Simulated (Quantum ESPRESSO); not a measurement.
# Lithium (Im-3m): from the cell to the phonon bands, part 3 of 3

How does Lithium (Im-3m) vibrate, and is this structure a minimum?

Quantum ESPRESSO 7.5; DFT LDA, scalar-relativistic, plane waves, PseudoDojo norm-conserving pseudopotentials.

So far. Step 5 (Linear response on the mesh): The acoustic modes at Γ come out as far as 4.4 cm⁻¹ from zero, where they should vanish, a small numerical error. The relaxed cell has a = 3.365 Å (conventional setting).

## Step 7: Dispersion (continued)

Matdyn.x, sum rule simple. The phonon branches at the labelled points (cm⁻¹):

| point | branch 1 | branch 2 | branch 3 |
| --- | --- | --- | --- |
| Γ | 0 | 0 | 0 |
| halfway | 225 | 231 | 231 |
| H | 344 | 344 | 344 |
| halfway | 224 | 291 | 326 |
| N | 50 | 190 | 336 |
| halfway | 33 | 136 | 234 |
| Γ | 0 | 0 | 0 |
| halfway | 148 | 148 | 262 |
| P | 274 | 274 | 274 |
| halfway | 167 | 316 | 316 |
| H | 344 | 344 | 344 |
| jump to P | 274 | 274 | 274 |
| halfway | 168 | 243 | 328 |
| N | 50 | 190 | 336 |

The phonon branches as a text plot (rows in cm⁻¹):

```
    336 |          *****   ****                         ***   ***
    321 |         **  * ***                          *** *   *
    306 |              **      *             **    **       *
    291 |        **      *      *           *  * **     *  *
    277 |                                       *          *
    262 |       **      *                  *   *           **
    247 |       *         *                   *  *     *     *
    232 |      *           *     *        *                 * *
    217 |                *  *                *
    202 |     *                   *               *   *        *
    187 |     *              **          *                   *  *
    173 |    *                 **           *      * *
    158 |                 *        *    *
    143 |   **                   *         *        *         *
    128 |                  *
    113 |                         *       *
     98 |  **                          *                       *
     83 |                   *      **    *
     69 |  *
     54 | *                  ****       *                       *
     39 |                        *  ** *
     24 | *                       *  *
      9 |                          *
     -6 |*                          ***
         Γ           H       N        Γ         P        H|P    N
```

Lowest modes at the softest wavevector of the mesh; phase exp(i q.(R + tau)). Modes at q = (0.000, 0.000, 0.250):

| mode | frequency (cm⁻¹) |
| --- | --- |
| 1 | 32.9 |
| 2 | 135.7 |
| 3 | 234.3 |

Displacements in mode 1 (32.9 cm⁻¹), the largest set to 1, in the home cell:
```
Li1 0.00 1.00 1.00
```

Displacements in mode 3 (234.3 cm⁻¹), the largest set to 1, in the home cell:
```
Li1  0.00  1.00 -1.00
```

Force constants by pair (phonopy on the run's constants); pairs near half the supercell's span include their periodic images. Pair force constants, by row:

| atom | neighbour | distance (Å) | third of the trace (eV/Å²) | along the pair's line (eV/Å²) |
| --- | --- | --- | --- | --- |
| Li1 | itself | 0 | 1.429 | – |
| Li1 | Li | 2.914 | -0.1804 | -0.5348 |
| Li1 | Li | 3.365 | -0.034 | -0.0602 |
| Li1 | Li | 4.758 | 0.0249 | 0.0641 |
| Li1 | Li | 5.58 | -0.0026 | -0.0146 |
| Li1 | Li | 5.828 | -0.0176 | -0.0635 |
| Li1 | Li | 6.729 | -0.0054 | -0.0056 |

Mode patterns, pair constants, displacements and means over the zone were worked out by phonopy from the force constants of q2r.x.

The path dips to 13i cm⁻¹ between the solved wavevectors, whose modes are all real, so the dip may come from the interpolation.

## Step 8: Density of states

Sums over the zone need many more wavevectors than were solved, so the interpolation is sampled on a dense mesh.

The input, matdyn.in:

```
&INPUT
  asr    = 'simple'
  flfrc  = 'x.fc'
  dos    = .true.
  fldos  = 'x.dos'
  nk1    = 19
  nk2    = 19
  nk3    = 19
  deltaE = 1.0
/
```

Started as:

```console
matdyn.x -in matdyn.in > matdyn.out
```

Numbers of over 12 decimals in the logs are rounded to 6 here.

The log of the run:

```text
[banner, memory and clock lines left out]
Program MATDYN v.7.5

 mass for atomic type   1 not given; uses mass from file x.fc
     Message from routine matdyn:
     Z* not found in file x.fc, TO-LO splitting at q=0 will be absent!

Note: The following floating-point exceptions are signalling: IEEE_UNDERFLOW_FLAG
```

The job ended after 2.1 s (1 thread of Arm Neoverse V1, shared host).

Numbers from this step:

| Quantity | Value |
| --- | --- |
| share of modes beyond 3i cm⁻¹ on the dense interpolated mesh | 2.00e-4 |

The phonon density of states has structure finer than the step of the table below, so its rows give means over 20 cm⁻¹, whole bins alone (the curve runs from -13.5 to 342 cm⁻¹). Peaks (cm⁻¹: height): 322.5: 0.0341.

Tetrahedra. The phonon density of states by wavenumber; means over each step:

| wavenumber (cm⁻¹) | phonon density of states (1/cm⁻¹/cell) |
| --- | --- |
| 0 | 1.6e-4 |
| 20 | 4.3e-4 |
| 40 | 0.00136 |
| 60 | 0.00335 |
| 80 | 0.00533 |
| 100 | 0.00705 |
| 120 | 0.00934 |
| 140 | 0.0100 |
| 160 | 0.00815 |
| 180 | 0.00822 |
| 200 | 0.00996 |
| 220 | 0.0101 |
| 240 | 0.0104 |
| 260 | 0.0110 |
| 280 | 0.0115 |
| 300 | 0.0137 |
| 320 | 0.0260 |

## Step 9: The dispersion under another sum rule (asr crystal)

The sum rule corrects the force constants themselves, so it can shift branches at any wavevector, low ones most.

The input, matdyn.in:

```
&INPUT
  asr              = 'crystal'
  flfrc            = 'x.fc'
  flfrq            = 'x.freq'
  flvec            = 'x.modes'
  q_in_band_form   = .true.
  q_in_cryst_coord = .true.
/
8
  0.0000000   0.0000000   0.0000000   8  ! GAMMA
  0.5000000   0.5000000  -0.5000000   8  ! H
  0.5000000  -0.0000000  -0.5000000   8  ! N
  0.0000000   0.0000000   0.0000000   8  ! GAMMA
  0.7500000   0.2500000  -0.2500000   8  ! P
  0.5000000   0.5000000  -0.5000000   1  ! H
  0.7500000   0.2500000  -0.2500000   8  ! P
  0.5000000  -0.0000000  -0.5000000   1  ! N
```

Started as:

```console
matdyn.x -in matdyn.in > matdyn.out
```

The log of the run:

```text
[banner, memory and clock lines left out]
Program MATDYN v.7.5

 mass for atomic type   1 not given; uses mass from file x.fc
 Norm of the difference between old and new effective charges:    0.000000

 Norm of the difference between old and new force-constants:   2.18455e-06

     Message from routine matdyn:
     Z* not found in file x.fc, TO-LO splitting at q=0 will be absent!
     Message from routine matdyn:
     Z* not found in file x.fc, TO-LO splitting at q=0 will be absent!

Note: The following floating-point exceptions are signalling: IEEE_UNDERFLOW_FLAG
```

Run time: 0.46 s. Hardware: 1 thread.

Numbers from this step:

* lowest frequency on the path: -12.90 cm⁻¹

At the labelled points the branches move by no more than 0.3 cm⁻¹.

## Step 10: Results

| Property | Result |
| --- | --- |
| space group after relaxation | Im-3m |
| volume per atom | 19.0 Å³ |
| q mesh | 4×4×4 |
| lowest mode on the q mesh (acoustic ones at the zone centre apart) | 32.9 cm⁻¹ |
| imaginary modes on the q mesh | none |

What this shows: Lithium (Im-3m) is dynamically stable on the 4×4×4 mesh; its spectrum reaches 344 cm⁻¹. The imaginary part of the path lies between the solved wavevectors, so it may come from the interpolation. These are harmonic frequencies at zero temperature: anharmonic shifts and linewidths and thermal expansion are left out. In a metal the frequencies hang on the k mesh and the smearing, most of all near Kohn anomalies.

[Host names and launcher messages were left out of these logs when they were recorded.]

[Logs are printed without paths, hosts, clocks, repeated set-up lines and the standing remarks that a program may print on its own settings, such as how far it seeks lower states.]

[Hosts, paths, dates, database ids (printed as entryN), source tags and the programs' standing remarks are cut or masked in the printed files.]
